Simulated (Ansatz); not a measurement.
## Is Zr3GeB antiperovskite a stable metal?

The plan: relax Zr3GeB antiperovskite, check its phonons, and, if the lattice is stable, compute its Eliashberg function and ρ(T).

Method: DFT PBEsol, scalar-relativistic, plane waves, PAW, in Ansatz 0.2.0.

The structure was built from a prototype and need not be the compound's stable phase.

## Step 1: The structure

Symmetry: Pm-3m, No. 221, cubic system. Conventional cell: a = 4.584 Å, b = 4.584 Å, c = 4.584 Å, α = 90.00°, β = 90.00°, γ = 90.00°. Ge has 12 Zr at 3.24 Å nearest. Nearest to Zr lie 2 B at 2.29 Å and 8 Zr at 3.24 Å and 4 Ge at 3.24 Å. Nearest to B lie 6 Zr at 2.29 Å. Farther neighbours are not listed.

## Step 2: Relaxing cell and atoms

Lattice constant and positions set the bands and the force constants, so the cell is relaxed first.

input.yaml

```yaml
crystal:
  lattice:
    - [4.58416, 0.0, 0.0]
    - [0.0, 4.58416, 0.0]
    - [0.0, 0.0, 4.58416]
  atoms:
    - { symbol: Ge, position: [0.0, 0.0, 0.0] }
    - { symbol: Zr, position: [0.5, 0.5, 0.0] }
    - { symbol: Zr, position: [0.5, 0.0, 0.5] }
    - { symbol: Zr, position: [0.0, 0.5, 0.5] }
    - { symbol: B, position: [0.5, 0.5, 0.5] }
kpoints:
  mp_grid: { grid: [6, 6, 6] }
hamiltonian:
  xc: pbesol
scf:
  occupations: { method: gaussian, width: 0.1 }
output:
  forces: true
  stress: true
  eigenvalues: true
relax:
  adjacent_minimum: "off"
  f_tol: 0.005
  max_steps: 80
  cell: { stress_tol: 0.05 }
```

The run is started by

```console
$ ansatz run input.yaml --threads 4 --pin off --max-ram 16384MiB --backend cpu --events-out ev --progress --plain --runs-dir out
```

Numbers of over 12 decimals in the logs are rounded to 6 here.

Log:

```text
Engine: ansatz 0.2.0, aarch64-unknown-linux-gnu
Pseudopotentials: kind: paw
Pseudopotential: Ge, paw, valence charge 14, recommended cutoff 420 eV (normal), Ge.paw.azcp
Pseudopotential: Zr, paw, valence charge 12, recommended cutoff 420 eV (normal), Zr.paw.azcp
Pseudopotential: B, paw, valence charge 3, recommended cutoff 420 eV (normal), B.paw.azcp
Functional definition: PBEsol
  exchange = pbesol_x
  correlation = pbesol_c
Crystal: 5 atoms, lattice volume = 96.334 Å³
Basis set: ecut = 420 eV, 1863 PW (Γ), exchange–correlation on 64×64×64 points (8 copies of the dense FFT grid, shifted against one another)
Bands: 32, of which v1, the nominal top of the filled ones, is band 27 counted from 1 (26 counted from 0)
Symmetry: 48 space group operations
Space group: Pm-3m (ITA 221), of the structure as read, at distance tolerance 4.6e-5 Å
k-points: 20 of 216
Non-local potential: Ge, projectors of the file, l = 0: 2, l = 1: 2, l = 2: 3, l = 3: 1
Non-local potential: Zr, projectors of the file, l = 0: 3, l = 1: 2, l = 2: 2, l = 3: 2
Non-local potential: B, projectors of the file, l = 0: 2, l = 1: 2, l = 2: 1
PAW form: soft (Blöchl's): semilocal exchange-correlation on the pseudo side does not see the compensation charge
PAW frozen core: Ge, regenerated for the run's functional, and the local potential with it (the file was generated under x = pbe(κ = 0.804, μ = 0.219515), c = pbe(β = 0.066725))
PAW frozen core: Zr, regenerated for the run's functional, and the local potential with it (the file was generated under x = pbe(κ = 0.804, μ = 0.219515), c = pbe(β = 0.066725))
PAW frozen core: B, regenerated for the run's functional, and the local potential with it (the file was generated under x = pbe(κ = 0.804, μ = 0.219515), c = pbe(β = 0.066725))
PAW one-centre angular grid: Ge, 590 points (default); XC on 64 Gauss nodes
PAW one-centre angular grid: Zr, 590 points (default); XC on 64 Gauss nodes
PAW one-centre angular grid: B, 110 points (default); XC on 64 Gauss nodes
Initial density: superposition of atomic densities (neutral atoms: chi_scale 0, normalization atom), corrected by the library's trained network
Initial wavefunctions: pseudopotential atomic-orbital guess
Functional: x = pbesol(κ = 0.804, μ = 0.123457), c = pbesol(β = 0.046)
SCF iter   1: F=—  HF=-16794.169830 eV  |F-HF|=—  |Δ(HF+E_count)|=         —  Δρ=1.03e-2  dr2=2.81e-1  ethr=1.77e-3  ⟨swp⟩=4.5  Hψ=2464  notcnv=0
preconditioner: auto → Kerker (q_TF=auto, 2.470 Å⁻¹)  [metal: Δε(μ)=0.048 eV  Ē_g=4.546 eV  σ=0.100 eV  W_gap=0.26  n_scr=26 (ndim 8)  ℏωp=16.5 eV  f_vac=0.000  D(μ)=3.69/eV (n_scr^D=26)]
SCF iter   2: F=—  HF=-16794.115395 eV  |F-HF|=—  |Δ(HF+E_count)|=   5.44e-2  Δρ=4.30e-3  dr2=5.21e-2  ethr=5.31e-4  ⟨swp⟩=2.0  Hψ=931  notcnv=0  defer=1
SCF iter   3: F=—  HF=-16794.102992 eV  |F-HF|=—  |Δ(HF+E_count)|=   1.24e-2  Δρ=1.43e-3  dr2=3.69e-3  ethr=9.82e-5  ⟨swp⟩=2.0  Hψ=777  notcnv=0  defer=2
SCF iter   4: F=—  HF=-16794.102050 eV  |F-HF|=—  |Δ(HF+E_count)|=   9.42e-4  Δρ=6.26e-4  dr2=3.93e-4  ethr=6.96e-6  ⟨swp⟩=2.0  Hψ=915  notcnv=0  defer=1
SCF iter   5: F=—  HF=-16794.101687 eV  |F-HF|=—  |Δ(HF+E_count)|=   3.64e-4  Δρ=2.17e-4  dr2=3.78e-5  ethr=7.41e-7  ⟨swp⟩=2.0  Hψ=909  notcnv=0  defer=1
SCF iter   6: F=—  HF=-16794.101701 eV  |F-HF|=—  |Δ(HF+E_count)|=   1.41e-5  Δρ=5.31e-5  dr2=2.21e-6  ethr=7.14e-8  ⟨swp⟩=2.1  Hψ=927  notcnv=0  defer=4
SCF iter   7: F=-16794.101699 eV  HF=-16794.101699 eV  |F-HF|=6.36e-8  |Δ(HF+E_count)|=   1.42e-6  Δρ=9.84e-6  dr2=9.56e-8  ethr=1.89e-10  ⟨swp⟩=6.5  Hψ=2956  notcnv=0
SCF 1 converged in 7 iterations: F = -16794.101699 eV  dr2 = 9.56e-8
  greatest PAW one-centre occupation: 0.998 electrons in one spin orbital (limit 2), on the Ge atom at site 0 (counted from 0), in its partial waves of l = 2
relax step   1: F+E_penalty+E_count = -16794.10169914 eV  Δ(F+E_penalty+E_count) = +0.000e0 eV  max|allowed force component| = 2.204e-29 eV/Å  Δτ_max = 0.0000 Å  P = -4.480 GPa  Ω = 96.334 Å³  (7 SCF iters, dr2 threshold 1.00e-7 eV, accepted)
Crystal: 5 atoms, lattice volume = 89.382 Å³
Basis set: ecut = 420 eV, 1743 PW (Γ), exchange–correlation on 64×64×64 points (8 copies of the dense FFT grid, shifted against one another)
Initial density: handed on by an earlier stage of this run
Initial wavefunctions: those handed on with the density
iter 1 solved again at ethr=5.65e-4 eV; its pass at ethr=3.10e-3 eV (dr2=3.00e-1 eV) is discarded
SCF iter   1: F=—  HF=-16794.181376 eV  |F-HF|=—  |Δ(HF+E_count)|=         —  Δρ=1.03e-2  dr2=3.05e-1  ethr=5.65e-4  ⟨swp⟩=1.1  Hψ=3138  notcnv=0
preconditioner: auto → Kerker (q_TF=auto, 2.501 Å⁻¹)  [metal: Δε(μ)=0.021 eV  Ē_g=4.882 eV  σ=0.100 eV  W_gap=0.12  n_scr=26 (ndim 8)  ℏωp=17.1 eV  f_vac=0.000  D(μ)=3.05/eV (n_scr^D=26)]
SCF iter   2: F=—  HF=-16794.125713 eV  |F-HF|=—  |Δ(HF+E_count)|=   5.57e-2  Δρ=4.35e-3  dr2=6.68e-2  ethr=5.65e-4  ⟨swp⟩=2.0  Hψ=834  notcnv=0
SCF iter   3: F=—  HF=-16794.110307 eV  |F-HF|=—  |Δ(HF+E_count)|=   1.54e-2  Δρ=1.28e-3  dr2=3.70e-3  ethr=1.26e-4  ⟨swp⟩=2.0  Hψ=870  notcnv=0
SCF iter   4: F=—  HF=-16794.109465 eV  |F-HF|=—  |Δ(HF+E_count)|=   8.42e-4  Δρ=4.62e-4  dr2=2.26e-4  ethr=6.97e-6  ⟨swp⟩=2.0  Hψ=950  notcnv=0
SCF iter   5: F=—  HF=-16794.109273 eV  |F-HF|=—  |Δ(HF+E_count)|=   1.92e-4  Δρ=2.06e-4  dr2=4.18e-5  ethr=4.27e-7  ⟨swp⟩=2.0  Hψ=868  notcnv=0
SCF iter   6: F=—  HF=-16794.109263 eV  |F-HF|=—  |Δ(HF+E_count)|=   9.71e-6  Δρ=3.13e-5  dr2=1.02e-6  ethr=7.88e-8  ⟨swp⟩=2.4  Hψ=904  notcnv=0
SCF iter   7: F=-16794.109263 eV  HF=-16794.109263 eV  |F-HF|=4.97e-8  |Δ(HF+E_count)|=   1.63e-7  Δρ=7.57e-6  dr2=6.29e-8  ethr=9.43e-10  ⟨swp⟩=7.2  Hψ=2832  notcnv=0
SCF 2 converged in 7 iterations: F = -16794.109263 eV  dr2 = 6.29e-8
relax step   2: F+E_penalty+E_count = -16794.10926311 eV  Δ(F+E_penalty+E_count) = -7.564e-3 eV  max|allowed force component| = 7.783e-30 eV/Å  Δτ_max = 0.0000 Å  P = +4.779 GPa  Ω = 89.382 Å³  energy of the carried Pulay correction = +1.780e-3 eV  (7 SCF iters, dr2 threshold 5.00e-7 eV, accepted)
Crystal: 5 atoms, lattice volume = 92.840 Å³
Basis set: ecut = 420 eV, 1839 PW (Γ), exchange–correlation on 64×64×64 points (8 copies of the dense FFT grid, shifted against one another)
iter 1 solved again at ethr=1.70e-4 eV; its pass at ethr=3.10e-3 eV (dr2=9.03e-2 eV) is discarded
SCF iter   1: F=—  HF=-16794.176369 eV  |F-HF|=—  |Δ(HF+E_count)|=         —  Δρ=5.46e-3  dr2=9.10e-2  ethr=1.70e-4  ⟨swp⟩=1.0  Hψ=3233  notcnv=0
preconditioner: auto → Kerker (q_TF=auto, 2.485 Å⁻¹)  [metal: Δε(μ)=0.044 eV  Ē_g=4.714 eV  σ=0.100 eV  W_gap=0.24  n_scr=26 (ndim 8)  ℏωp=16.8 eV  f_vac=0.000  D(μ)=3.61/eV (n_scr^D=26)]
SCF iter   2: F=—  HF=-16794.160128 eV  |F-HF|=—  |Δ(HF+E_count)|=   1.62e-2  Δρ=2.23e-3  dr2=1.88e-2  ethr=1.70e-4  ⟨swp⟩=2.0  Hψ=773  notcnv=0
SCF iter   3: F=—  HF=-16794.155881 eV  |F-HF|=—  |Δ(HF+E_count)|=   4.25e-3  Δρ=6.89e-4  dr2=1.16e-3  ethr=3.56e-5  ⟨swp⟩=2.0  Hψ=799  notcnv=0
SCF iter   4: F=—  HF=-16794.155616 eV  |F-HF|=—  |Δ(HF+E_count)|=   2.65e-4  Δρ=2.60e-4  dr2=7.64e-5  ethr=2.20e-6  ⟨swp⟩=2.0  Hψ=936  notcnv=0
SCF iter   5: F=—  HF=-16794.155555 eV  |F-HF|=—  |Δ(HF+E_count)|=   6.11e-5  Δρ=1.14e-4  dr2=1.41e-5  ethr=1.44e-7  ⟨swp⟩=2.0  Hψ=879  notcnv=0
SCF iter   6: F=-16794.155552 eV  HF=-16794.155552 eV  |F-HF|=2.90e-7  |Δ(HF+E_count)|=   3.18e-6  Δρ=1.74e-5  dr2=3.72e-7  ethr=9.43e-10  ⟨swp⟩=4.0  Hψ=2882  notcnv=0
SCF 3 converged in 6 iterations: F = -16794.155552 eV  dr2 = 3.72e-7
relax step   3: F+E_penalty+E_count = -16794.15555165 eV  Δ(F+E_penalty+E_count) = -4.629e-2 eV  max|allowed force component| = 2.956e-29 eV/Å  Δτ_max = 0.0000 Å  P = -0.249 GPa  Ω = 92.840 Å³  energy of the carried Pulay correction = +8.782e-4 eV  (6 SCF iters, dr2 threshold 5.00e-7 eV, accepted)
[...]
relax step   4: F+E_penalty+E_count = -16794.15574367 eV  Δ(F+E_penalty+E_count) = -1.920e-4 eV  max|allowed force component| = 5.601e-30 eV/Å  Δτ_max = 0.0000 Å  P = -0.014 GPa  Ω = 92.662 Å³  energy of the carried Pulay correction = +9.238e-4 eV  (4 SCF iters, dr2 threshold 1.55e-7 eV, accepted)
Initial wavefunctions: pseudopotential atomic-orbital guess (no wavefunctions were taken with the density)
iter 1 solved again at ethr=5.56e-9 eV; its pass at ethr=3.10e-3 eV (dr2=2.95e-6 eV) is discarded
SCF iter   1: F=—  HF=-16794.154968 eV  |F-HF|=—  |Δ(HF+E_count)|=         —  Δρ=3.76e-5  dr2=1.76e-7  ethr=5.56e-9  ⟨swp⟩=4.0  Hψ=4513  notcnv=0
preconditioner: auto → Kerker (q_TF=auto, 2.486 Å⁻¹)  [metal: Δε(μ)=0.033 eV  Ē_g=4.729 eV  σ=0.100 eV  W_gap=0.18  n_scr=26 (ndim 8)  ℏωp=16.8 eV  f_vac=0.000  D(μ)=3.52/eV (n_scr^D=26)]
SCF iter   2: F=—  HF=-16794.154971 eV  |F-HF|=—  |Δ(HF+E_count)|=   2.32e-6  Δρ=2.20e-5  dr2=9.92e-8  ethr=3.31e-10  ⟨swp⟩=2.0  Hψ=917  notcnv=0
SCF iter   3: F=—  HF=-16794.154971 eV  |F-HF|=—  |Δ(HF+E_count)|=   6.11e-8  Δρ=1.01e-5  dr2=2.47e-8  ethr=1.87e-10  ⟨swp⟩=1.1  Hψ=668  notcnv=0
SCF iter   4: F=—  HF=-16794.154971 eV  |F-HF|=—  |Δ(HF+E_count)|=   1.06e-8  Δρ=9.78e-7  dr2=7.15e-10  ethr=4.67e-11  ⟨swp⟩=2.8  Hψ=953  notcnv=0
SCF iter   5: F=—  HF=-16794.154971 eV  |F-HF|=—  |Δ(HF+E_count)|=  4.37e-11  Δρ=2.54e-7  dr2=1.02e-10  ethr=1.35e-12  ⟨swp⟩=2.0  Hψ=907  notcnv=0
SCF iter   6: F=-16794.154971 eV  HF=-16794.154971 eV  |F-HF|=7.28e-12  |Δ(HF+E_count)|=  1.46e-11  Δρ=7.31e-8  dr2=5.46e-12  ethr=1.00e-12  ⟨swp⟩=4.0  Hψ=1964  notcnv=0
SCF 5 converged in 6 iterations: F = -16794.154971 eV  dr2 = 5.46e-12
relax step   5: F+E_penalty+E_count = -16794.15497067 eV  Δ(F+E_penalty+E_count) = +7.730e-4 eV  max|allowed force component| = 1.164e-29 eV/Å  Δτ_max = 0.0000 Å  P = -0.021 GPa  Ω = 92.662 Å³  stress off target by 2.14e-2 GPa  SCF on the basis re-selected at this cell (its energy is not comparable with the rows above)  (6 SCF iters)
basis re-selected at this cell: Δ(F+E_penalty+E_count) = +7.730e-4 eV, ΔP = -0.008 GPa vs the last step (what re-selecting the basis moved, of the pressure what is left beyond the Pulay correction that the steps carried, after the strain that the cell walked since its last selection, with what the two solves' SCF thresholds leave and, on support functions, any second-order correction that the steps lacked; it is no m [...]
SCF converged after 6 iterations
Free energy (F): -16794.154971 eV
Harris-Foulkes:  -16794.154971 eV  (|F-HF|=7.28e-12)
Internal energy: -16794.137383 eV  (E = F + TS)
E sigma→0 (E₀):  -16794.146177 eV
Entropy (-TS):   -0.017588 eV (-3.518 meV/atom)
Fermi energy:    13.537949 eV
--- Per-component energies (eV) ---
  E_band       = -366.840686
  E_kinetic    = 1164.242851
  E_local      = -4110.546681  (includes V_loc(G=0)·N_el)
  E_nonlocal   = 677.301088
  E_hartree    = 1570.497644
  E_xc         = -590.260006
  E_vxc        = -676.440833  (∫ρ·V_xc dr)
  E_paw        = -10756.008182  (= ΣΔE_a)
  E_vpaw       = -562.392683  (= ΣTr[D̂ρ^β])
  E_aug_tail   = 0.000392  (compensation charges beyond the density's cutoff)
  E_ewald      = -4750.794298
  E_core_change = 1.429808  (= ΣΔE_core)
  E_smearing   = -0.017588  (= −TS)
  E_closure    = -0.000000  (closes the sum)
  Σ components = -16794.154971   (vs F -16794.154971, Δ=0.00e0)
--- Forces (eV/Å), atoms counted from 1 ---
  atom   1  Ge     0.00000000     0.00000000    -0.00000000
  atom   2  Zr    -0.00000000    -0.00000000     0.00000000
  atom   3  Zr    -0.00000000     0.00000000     0.00000000
  atom   4  Zr     0.00000000    -0.00000000    -0.00000000
  atom   5  B      0.00000000    -0.00000000     0.00000000
  max |Σ_I F_I| component: 1.76e-29 eV/Å
--- Stress (GPa, compression-positive) ---
       -0.021362       0.000000       0.000000
        0.000000      -0.021362      -0.000000
        0.000000      -0.000000      -0.021362
  P = ⅓ Tr σ = -0.0214 GPa (-0.214 kbar)
--- Band table (eV; the first three rows and the last of 20) ---
  k-point 0: bands = [... 23 lower, 11.6486, 12.4719, 12.4719, 12.4719, 14.9276, 15.1013, 15.1013, 15.1013, ... 1 higher]
  k-point 1: bands = [... 23 lower, 11.7513, 12.3748, 12.3748, 12.6543, 13.5248, 15.1075, 15.1075, 15.2533, ... 1 higher]
  k-point 2: bands = [... 23 lower, 11.9762, 12.2594, 12.2594, 12.4587, 13.5215, 14.7342, 15.1735, 15.1735, ... 1 higher]
  k-point 19: bands = [... 23 lower, 11.4413, 11.4413, 13.9061, 13.9061, 13.9061, 14.0587, 14.0587, 14.0587, ... 1 higher]
--- Relaxed structure (4 steps of the walk, 4 accepted, 1 SCFs on fresh bases) ---
  F+E_penalty+E_count = -16794.15497067 eV   max|allowed force component| = 1.164e-29 eV/Å   (the final SCF, on the basis selected at the relaxed cell)
  cell:  # Å, volume = 92.6622 Å³
    - [4.525162, 0, 0]
    - [0, 4.525162, 0.0]
    - [0, 0.0, 4.525162]
  atoms:
    - { symbol: Ge, position: [0, 0, 0] }
    - { symbol: Zr, position: [0.5, 0.5, 0] }
    - { symbol: Zr, position: [0.5, 0, 0.5] }
    - { symbol: Zr, position: [0, 0.5, 0.5] }
    - { symbol: B, position: [0.5, 0.5, 0.5] }
```

Run time: 4.5 s. Hardware: 4 threads of Arm Neoverse V2, shared host; peak memory 0.46 GiB.

Step by step:

```csv
step,energy less that of the first step (eV),largest force component (eV/Å),pressure (GPa),volume (Å³)
1,0.0000,0.0000,-4.48,96.33
2,-0.0076,0.0000,4.78,89.38
3,-0.0539,0.0000,-0.25,92.84
4,-0.0540,0.0000,-0.01,92.66
5*,-0.0533,0.0000,-0.02,92.66
```

Relaxation steps marked * repeat the geometry before them on a plane-wave basis chosen anew for their cell, so energy and pressure can jump there.

The run keeps the 48 symmetry operations that it works with, so distortions that break them were not tested.

```csv
"conventional cell, symmetrised",before,after,change
a (Å),4.584,4.525,-1.3 %
b (Å),4.584,4.525,-1.3 %
c (Å),4.584,4.525,-1.3 %
volume (Å³/atom),19.27,18.53,-3.8 %
```

The relaxed structure:

```xyz
5
Lattice="4.5252 0.0000 0.0000 0.0000 4.5252 0.0000 0.0000 0.0000 4.5252" Properties=species:S:1:pos:R:3 pbc="T T T"
Ge    0.0000    0.0000    0.0000
Zr    2.2626    2.2626    0.0000
Zr    2.2626    0.0000    2.2626
Zr    0.0000    2.2626    2.2626
B     2.2626    2.2626    2.2626
```

This step gave:

```
pressure          : -0.02136 GPa
volume per atom   : 18.53 Å³
metallic on mesh  : yes
gap on the k-mesh : 0 eV
```

The largest force is now zero by symmetry and the largest stress component 0.021 GPa, small enough for phonons.

[end of part 1 of 2]

[Logs are printed without paths, hosts, clocks, repeated set-up lines and the standing remarks that a program may print on its own settings, such as how far it seeks lower states.]

[Hosts, paths, dates, database ids (printed as entryN), source tags and the programs' standing remarks are cut or masked in the printed files.]
